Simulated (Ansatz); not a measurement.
**TiTeSe monolayer, Janus under uniaxial strain along a, the zigzag direction, with the width clamped**

Wanted: the shifts of the zone-centre modes of TiTeSe monolayer, Janus with strain.

Method: DFT PBEsol, scalar-relativistic, plane waves, PAW; PAW set soft_1, in Ansatz 0.2.0.

## Step 1: Starting point

The cell holds 3 atoms: 1 Ti, 1 Se and 1 Te. Cell: a = 3.500 Å, b = 3.500 Å, c = 30.000 Å, α = 90.0°, β = 90.0°, γ = 120.0°. Vacuum lies along c. The height across the vacuum is the one that the program set for its solve, not the one typed.

## Step 2: A rough relaxation first

The start is far from rest, so a relaxation with loose tolerances brings it close first. The program lengthens the typed cell of 20.0 Å along the normal to 30.0 Å, as its cut-off of the electrostatics needs, and moves no atom.

Contents of input.yaml:

```yaml
crystal:
  lattice:
    - [3.5, 0.0, 0.0]
    - [-1.75, 3.03109, 0.0]
    - [0.0, 0.0, 20.0]
  atoms:
    - { symbol: Ti, position: [0.0, 0.0, 0.5] }
    - { symbol: Se, position: [0.333333, 0.666667, 0.575] }
    - { symbol: Te, position: [0.666667, 0.333333, 0.42] }
  periodic: [true, true, false]
kpoints:
  mp_grid: { grid: [6, 6, 1] }
hamiltonian:
  xc: pbesol
  pseudopotentials: { kind: paw, azcp: { folder: soft_1 }, xc_functional: pbe }
scf:
  occupations: { method: gaussian, width: 0.1 }
output:
  forces: true
  stress: true
  eigenvalues: true
relax:
  adjacent_minimum: "off"
  f_tol: 0.05
  max_steps: 80
  cell: { stress_2d_tol: 0.02 }
```

The run is started by

```bash
> ansatz run input.yaml --threads 4 --pin off --max-ram 16384MiB --backend cpu --events-out ev --progress --plain --runs-dir out
```

Numbers of over 12 decimals in the logs are rounded to 6 here.

Log:

```text
[...]
F+E_penalty+E_count = -14802.42452178 eV   max|allowed force component| = 1.507e-3 eV/Å   (the final SCF, on the basis selected at the relaxed cell)
  cell:  # Å, volume = 336.0259 Å³
    - [3.596337, 0.0, 0]
    - [-1.798169, 3.114519, 0]
    - [0, 0, 30.0]
  atoms:
    - { symbol: Ti, position: [4.0412957531228426e-18, 0, 0.337011] }
    - { symbol: Se, position: [0.333333, 0.666667, 0.383855] }
    - { symbol: Te, position: [0.666667, 0.333333, 0.275800] }
[key lines of the parts left out:]
SCF converged after 9 iterations
Free energy (F): -14802.424522 eV
Fermi energy:    -5.016958 eV
P = ½ c Tr σ = -0.0015 N/m
```

Elapsed: 12 s, on 4 threads of Arm Neoverse V2, shared host; peak memory 0.65 GiB; 45 s of CPU time.

The steps of the relaxation:

```
step  energy less that of the first step (eV)  largest force component (eV/Å)  volume (Å³)
   1                                   0.0000                          2.7407       318.26
   2                                  -0.3695                          0.3522       323.54
   3                                  -0.3899                          0.0923       330.75
   4                                  -0.3908                          0.1446       338.47
   5                                  -0.3935                          0.0200       335.48
   6                                  -0.3936                          0.0015       336.03
  7*                                  -0.3942                          0.0015       336.03
```

Relaxation steps marked * repeat the geometry before them on a plane-wave basis chosen anew for their cell, so energy and pressure can jump there.

The run keeps the 6 symmetry operations that it works with, so distortions that break them were not tested.

```
cell as run  before  after  change
      a (Å)   3.500  3.596  +2.8 %
      b (Å)   3.500  3.596  +2.8 %
```

The atoms that moved most (Å, along periodic axes as changes of fractional coordinates times the final cell, across vacuum about the mean position):

```
atom     dx     dy      dz  length
 Te3  0.000  0.000  -0.126   0.126
 Ti1  0.000  0.000   0.110   0.110
 Se2  0.000  0.000   0.016   0.016
```

Final coordinates:

```xyz
3
Lattice="3.5963 0.0000 0.0000 -1.7982 3.1145 0.0000 0.0000 0.0000 30.0000" Properties=species:S:1:pos:R:3
Ti    0.0000    0.0000   10.1103
Se    0.0000    2.0763   11.5157
Te    1.7982    1.0382    8.2740
```

Numbers from this step:

```
gap on the k-mesh : 0 eV
area per atom     : 3.734 Å²
```

The relaxation ends with a largest force component of 0.0015 eV/Å.

## Step 3: Relaxation

The cell and atoms are relaxed, since residual forces and stress would shift the frequencies.

Contents of input.yaml:

```yaml
crystal:
  lattice:
    - [3.5963372801, 0.0, 0.0]
    - [-1.7981686401, 3.1145194452, 0.0]
    - [0.0, 0.0, 30.0]
  atoms:
    - { symbol: Ti, position: [0.0, 0.0, 0.3370111316] }
    - { symbol: Se, position: [0.3333333333, 0.6666666667, 0.3838552319] }
    - { symbol: Te, position: [0.6666666667, 0.3333333333, 0.2758003031] }
  periodic: [true, true, false]
kpoints:
  mp_grid: { grid: [15, 15, 1] }
hamiltonian:
  xc: pbesol
  pseudopotentials: { kind: paw, azcp: { folder: soft_1 }, xc_functional: pbe }
scf:
  occupations: { method: gaussian, width: 0.1 }
output:
  forces: true
  stress: true
  eigenvalues: true
  write_density: true
  write_potential: true
  elf: true
  volumetric_format: npy
relax:
  adjacent_minimum: "off"
  f_tol: 0.005
  max_steps: 80
  cell: { stress_2d_tol: 0.02 }
```

Log:

```text
[...]
Crystal: 3 atoms, lattice volume = 336.026 Å³
Basis set: ecut = 420 eV, 6485 PW (Γ), exchange–correlation on 50×50×432 points (8 copies of the dense FFT grid, shifted against one another)
Bands: 27, of which v1, the nominal top of the filled ones, is band 22 counted from 1 (21 counted from 0)
Symmetry: 6 space group operations
[...]
k-points: 27 of 225 (time reversal used)
[...]
SCF iter   1: F=—  HF=-14802.940990 eV  |F-HF|=—  |Δ(HF+E_count)|=         —  Δρ=1.66e-2  dr2=2.12e0  ethr=3.10e-3  ⟨swp⟩=14.2  Hψ=5047  notcnv=0
[...]
SCF iter  12: F=-14802.439650 eV  HF=-14802.439650 eV  |F-HF|=2.95e-10  |Δ(HF+E_count)|=   8.86e-9  Δρ=7.27e-8  dr2=1.15e-11  ethr=1.00e-12  ⟨swp⟩=8.3  Hψ=4614  notcnv=0
SCF 1 converged in 12 iterations: F = -14802.439650 eV  dr2 = 1.15e-11
[...]
relax step   1: F+E_penalty+E_count = -14802.43965036 eV  Δ(F+E_penalty+E_count) = +0.000e0 eV  max|allowed force component| = 6.668e-2 eV/Å  Δτ_max = 0.0000 Å  P = -0.331 N/m  Ω = 336.026 Å³  fix = [c, alpha, beta]  reactions: c -0.000 N/m  (12 SCF iters, dr2 threshold 1.00e-7 eV, accepted)
Crystal: 3 atoms, lattice volume = 332.062 Å³
Basis set: ecut = 420 eV, 6407 PW (Γ), exchange–correlation on 50×50×432 points (8 copies of the dense FFT grid, shifted against one another)
[...]
SCF iter   6: F=-14802.441783 eV  HF=-14802.441783 eV  |F-HF|=4.36e-8  |Δ(HF+E_count)|=   1.36e-6  Δρ=5.35e-6  dr2=9.76e-8  ethr=6.32e-10  ⟨swp⟩=20.6  Hψ=7729  notcnv=0
SCF 2 converged in 6 iterations: F = -14802.441783 eV  dr2 = 9.76e-8
  Residual-converged pass: ⟨swp⟩=1.0  Hψ=853  notcnv=0  max |occ|·‖R‖ = 7.0e-9 eV (tolerance 1.0e-8 eV)  dr2=9.76e-8  dr2_onsite=2.87e-8  max |Δocc| = 3.3e-11
relax step   2: F+E_penalty+E_count = -14802.44178315 eV  Δ(F+E_penalty+E_count) = -2.133e-3 eV  max|allowed force component| = 1.165e-1 eV/Å  Δτ_max = 0.0270 Å  P = -0.282 N/m  Ω = 332.062 Å³  energy of the carried Pulay correction = +1.529e-4 eV  fix = [c, alpha, beta]  reactions: c -0.000 N/m  (6 SCF iters, dr2 threshold 2.78e-7 eV, accepted)
Crystal: 3 atoms, lattice volume = 331.805 Å³
Basis set: ecut = 420 eV, 6383 PW (Γ), exchange–correlation on 50×50×432 points (8 copies of the dense FFT grid, shifted against one another)
[...]
SCF iter   5: F=-14802.442695 eV  HF=-14802.442695 eV  |F-HF|=2.12e-7  |Δ(HF+E_count)|=   1.93e-7  Δρ=5.42e-6  dr2=1.27e-7  ethr=6.82e-10  ⟨swp⟩=17.9  Hψ=8082  notcnv=0
SCF 3 converged in 5 iterations: F = -14802.442695 eV  dr2 = 1.27e-7
relax step   3: F+E_penalty+E_count = -14802.44269500 eV  Δ(F+E_penalty+E_count) = -9.118e-4 eV  max|allowed force component| = 2.602e-2 eV/Å  Δτ_max = 0.0077 Å  P = -0.104 N/m  Ω = 331.805 Å³  energy of the carried Pulay correction = +1.629e-4 eV  fix = [c, alpha, beta]  reactions: c -0.000 N/m  (5 SCF iters, dr2 threshold 3.00e-7 eV, accepted)
[...]
relax step   4: F+E_penalty+E_count = -14802.44280988 eV  Δ(F+E_penalty+E_count) = -1.149e-4 eV  max|allowed force component| = 1.227e-3 eV/Å  Δτ_max = 0.0011 Å  P = -0.006 N/m  Ω = 331.201 Å³  energy of the carried Pulay correction = +1.864e-4 eV  fix = [c, alpha, beta]  reactions: c -0.000 N/m  (5 SCF iters, dr2 threshold 4.23e-8 eV, accepted)
Basis set: ecut = 420 eV, 6383 PW (Γ), exchange–correlation on 48×48×432 points (8 copies of the dense FFT grid, shifted against one another)
[...]
SCF iter   1: F=—  HF=-14802.442556 eV  |F-HF|=—  |Δ(HF+E_count)|=         —  Δρ=8.32e-6  dr2=9.84e-8  ethr=1.76e-6  ⟨swp⟩=6.0  Hψ=7309  notcnv=0
eigensolver tolerance schedule: the retry pair's looser diagonalisation over-reported the residual by 7884.57 of it (diagonalisation noise at an unbounded share of the residual, at the tolerance the schedule requests for it); recorded, not acted on — ethr = c·dr2/N_el stays at c = 1.0e-1
[...]
SCF iter   2: F=—  HF=-14802.442625 eV  |F-HF|=—  |Δ(HF+E_count)|=   6.82e-5  Δρ=9.27e-6  dr2=3.42e-7  ethr=2.24e-10  ⟨swp⟩=5.9  Hψ=2507  notcnv=0
[...]
SCF iter   8: F=-14802.442625 eV  HF=-14802.442625 eV  |F-HF|=2.02e-10  |Δ(HF+E_count)|=  4.73e-11  Δρ=9.56e-9  dr2=3.42e-13  ethr=1.00e-12  ⟨swp⟩=12.7  Hψ=4601  notcnv=0
SCF 5 converged in 8 iterations: F = -14802.442625 eV  dr2 = 3.42e-13
relax step   5: F+E_penalty+E_count = -14802.44262465 eV  Δ(F+E_penalty+E_count) = +1.852e-4 eV  max|allowed force component| = 1.278e-3 eV/Å  Δτ_max = 0.0000 Å  P = -0.006 N/m  Ω = 331.201 Å³  fix = [c, alpha, beta]  reactions: c -0.000 N/m  stress off target by 5.58e-3 N/m on what of the cell is left free  SCF on the basis re-selected at this cell (its energy is not comparable with the rows above)  (8 SCF iters)
basis re-selected at this cell: Δ(F+E_penalty+E_count) = +1.852e-4 eV, ΔP = +0.001 N/m vs the last step (what re-selecting the basis moved, of the pressure what is left beyond the Pulay correction that the steps carried, after the strain that the cell walked since its last selection, with what the two solves' SCF thresholds leave and, on support functions, any second-order correction that the steps lacked; it is no measure of the basis error at this ecutwfc). The dense FFT grid was sized anew with the basis: this SCF ran on 24×24×216 points, the steps before it on 25×25×216, so part of this shift can come from that change (see relax.cell in the input reference). [rest of the remark cut]
WARN: The input density's exchange-correlation potential varies sharply where the density is thin. Do not read a vacuum level from v_tot or v_xc, or from such a field of the output density. On a cell that repeats whose density bears no net charge and no dipole along the vacuum's axis use v_es (v_loc + v_h of the components); under efield.dipole_correction with no amplitude use v_es + v_field, which holds any external [...]
SCF converged after 8 iterations
Free energy (F): -14802.442625 eV
[...]
Internal energy: -14802.437275 eV  (E = F + TS)
E sigma→0 (E₀):  -14802.439950 eV
Entropy (-TS):   -0.005350 eV (-1.783 meV/atom)
Fermi energy:    -4.897377 eV
[...]
--- Forces (eV/Å), atoms counted from 1 ---
  atom   1  Ti    -0.00000000     0.00000000    -0.00078264
  atom   2  Se    -0.00000000     0.00000000     0.00127773
  atom   3  Te     0.00000000     0.00000000    -0.00049509
  max |Σ_I F_I| component: 8.50e-9 eV/Å
--- 2D stress c σ (N/m, compression-positive) ---
       -0.005576       0.000000      -0.000000
        0.000000      -0.005576      -0.000000
       -0.000000      -0.000000      -0.000000
  P = ½ c Tr σ = -0.0056 N/m
--- Band table (eV; the first three rows and the last of 27) ---
  k-point 0: bands = [... 18 lower, -7.0901, -6.7967, -4.5003, -4.5003, -4.1491, -3.7571, -3.7571, -1.2708, ... 1 higher]
  k-point 1: bands = [... 18 lower, -7.0837, -6.5686, -4.8037, -4.6661, -4.2869, -3.6559, -3.6277, -1.6171, ... 1 higher]
  k-point 2: bands = [... 18 lower, -7.0720, -6.3584, -5.6280, -4.9662, -4.3935, -3.5694, -3.4431, -2.1747, ... 1 higher]
  k-point 26: bands = [... 18 lower, -8.9777, -7.9347, -7.3005, -7.0761, -3.8045, -3.7097, -3.6608, -2.4080, ... 1 higher]
--- Relaxed structure (4 steps of the walk, 4 accepted, 1 SCFs on fresh bases) ---
[...]
cell:  # Å, volume = 331.2008 Å³
    - [3.570424, 2.865953983809753e-11, 0]
    - [-1.785212, 3.092078, 0]
    - [0, 0, 30.0]
  atoms:
    - { symbol: Ti, position: [0, 0, 0.336962] }
    - { symbol: Se, position: [0.333333, 0.666667, 0.384521] }
    - { symbol: Te, position: [0.666667, 0.333333, 0.275183] }
```

Run time: 34 s. Hardware: 4 threads; peak memory 0.78 GiB.

Relaxation path:

```
step  energy less that of the first step (eV)  largest force component (eV/Å)  volume (Å³)
   1                                   0.0000                          0.0667       336.03
   2                                  -0.0021                          0.1165       332.06
   3                                  -0.0030                          0.0260       331.81
   4                                  -0.0032                          0.0012       331.20
  5*                                  -0.0030                          0.0013       331.20
```

Relaxation steps marked * repeat the geometry before them on a plane-wave basis chosen anew for their cell, so energy and pressure can jump there.

Forces are held to the 6 operations that the run works with; a distortion that breaks them can't arise in this run.

```
cell as run  before  after  change
      a (Å)   3.596  3.570  -0.7 %
      b (Å)   3.596  3.570  -0.7 %
```

The atoms that moved most (Å, along periodic axes as changes of fractional coordinates times the final cell, across vacuum about the mean position):

```
atom     dx     dy      dz  length
 Se2  0.000  0.000   0.020   0.020
 Te3  0.000  0.000  -0.019   0.019
```

Final coordinates:

```xyz
3
Lattice="3.5704 0.0000 0.0000 -1.7852 3.0921 0.0000 0.0000 0.0000 30.0000" Properties=species:S:1:pos:R:3
Ti    0.0000    0.0000   10.1089
Se    0.0000    2.0614   11.5356
Te    1.7852    1.0307    8.2555
```

Numbers from this step:

| Item | Value |
| --- | --- |
| area per atom | 3.68 Å² |

Valence density in the ac plane at fractional y = 0.000, with atoms of Ti within 0.2 Å of it. It is the smooth field of the valence electrons, not physical close to the nuclei.

Ten steps, logarithmic in the rise over the least value, from '_' (0.00 × 1e0 e/Å³) to '@' (6.40 × 1e0 e/Å³), each cell a mean:
```
____________________________
____________________________
____________________________
____________________________
____________________________
____________________________
____________________________
____________________________
____________________________
____________________________
____________________________
____________________________
____________________________
____________......__________
....::::----====------::::..
@@@@##++--------------**%%@@
%%##**==--------------==**##
..::::::----======----::::..
________..............______
____________________________
____________________________
____________________________
____________________________
____________________________
```
Columns run along a (3.6 Å), rows up along c (30.0 Å). Atoms in or near the plane, at fractional coordinates: Ti at (0.00, 0.34).

Electrostatic potential energy in the ac plane at fractional y = 0.000, with atoms of Ti within 0.2 Å of it. With pseudopotentials it is smooth inside the atoms' cores, unlike the true potential.

Ten even steps from '0' (-17 eV) to '9' (0 eV), each cell a mean:
```
99999999999999
99999999999999
99999999999999
99999999999999
99999999999999
99999999999999
99999999999999
99999999999999
99999999999999
99999999999999
99999999999999
99999999999999
99999999999999
99999999999999
77887654567887
00013677653100
11235666664321
88876421246788
99999988899999
99999999999999
99999999999999
99999999999999
99999999999999
99999999999999
```
Columns run along a (3.6 Å; values clipped at the 3rd and 97th percentile), rows up along c (30.0 Å). Atoms in or near the plane, at fractional coordinates: Ti at (0.00, 0.34).

ELF in the ac plane at fractional y = 0.000, with atoms of Ti within 0.2 Å of it. It is the smooth field of the valence electrons, not physical close to the nuclei.

Values, 24 rows by 14 columns, each cell a mean:
```
0.00 0.00 0.00 0.00 0.00 0.00 0.00 0.00 0.00 0.00 0.00 0.00 0.00 0.00
0.00 0.00 0.00 0.00 0.00 0.00 0.00 0.00 0.00 0.00 0.00 0.00 0.00 0.00
0.00 0.00 0.00 0.00 0.00 0.00 0.00 0.00 0.00 0.00 0.00 0.00 0.00 0.00
0.00 0.00 0.00 0.00 0.00 0.00 0.00 0.00 0.00 0.00 0.00 0.00 0.00 0.00
0.00 0.00 0.00 0.00 0.00 0.00 0.00 0.00 0.00 0.00 0.00 0.00 0.00 0.00
0.00 0.00 0.00 0.00 0.00 0.00 0.00 0.00 0.00 0.00 0.00 0.00 0.00 0.00
0.00 0.00 0.00 0.00 0.00 0.00 0.00 0.00 0.00 0.00 0.00 0.00 0.00 0.00
0.00 0.00 0.00 0.00 0.00 0.00 0.00 0.00 0.00 0.00 0.00 0.00 0.00 0.00
0.00 0.00 0.00 0.00 0.00 0.00 0.00 0.00 0.00 0.00 0.00 0.00 0.00 0.00
0.00 0.00 0.00 0.00 0.00 0.00 0.00 0.00 0.00 0.00 0.00 0.00 0.00 0.00
0.00 0.00 0.00 0.00 0.00 0.00 0.00 0.00 0.00 0.00 0.00 0.00 0.00 0.00
0.00 0.00 0.00 0.00 0.00 0.00 0.00 0.00 0.00 0.00 0.00 0.00 0.00 0.00
0.00 0.00 0.00 0.00 0.01 0.01 0.02 0.02 0.02 0.01 0.01 0.00 0.00 0.00
0.01 0.02 0.04 0.09 0.19 0.30 0.37 0.40 0.36 0.28 0.17 0.08 0.03 0.02
0.07 0.10 0.20 0.41 0.61 0.70 0.73 0.73 0.72 0.69 0.57 0.35 0.18 0.09
0.52 0.55 0.50 0.29 0.23 0.36 0.48 0.51 0.46 0.33 0.22 0.35 0.52 0.55
0.35 0.37 0.36 0.32 0.36 0.44 0.49 0.50 0.49 0.43 0.34 0.32 0.36 0.37
0.13 0.17 0.29 0.46 0.58 0.59 0.57 0.57 0.58 0.59 0.56 0.42 0.26 0.16
0.02 0.03 0.06 0.15 0.30 0.43 0.52 0.55 0.51 0.41 0.26 0.12 0.05 0.03
0.00 0.00 0.00 0.01 0.02 0.04 0.05 0.06 0.05 0.03 0.02 0.01 0.00 0.00
0.00 0.00 0.00 0.00 0.00 0.00 0.00 0.00 0.00 0.00 0.00 0.00 0.00 0.00
0.00 0.00 0.00 0.00 0.00 0.00 0.00 0.00 0.00 0.00 0.00 0.00 0.00 0.00
0.00 0.00 0.00 0.00 0.00 0.00 0.00 0.00 0.00 0.00 0.00 0.00 0.00 0.00
0.00 0.00 0.00 0.00 0.00 0.00 0.00 0.00 0.00 0.00 0.00 0.00 0.00 0.00
```
Columns run along a (3.6 Å), rows up along c (30.0 Å). Atoms in or near the plane, at fractional coordinates: Ti at (0.00, 0.34).

(Continued in part 2 of 3.)

[Logs are printed without paths, hosts, clocks, repeated set-up lines and the standing remarks that a program may print on its own settings, such as how far it seeks lower states.]

[Hosts, paths, dates, database ids (printed as entryN), source tags and the programs' standing remarks are cut or masked in the printed files.]
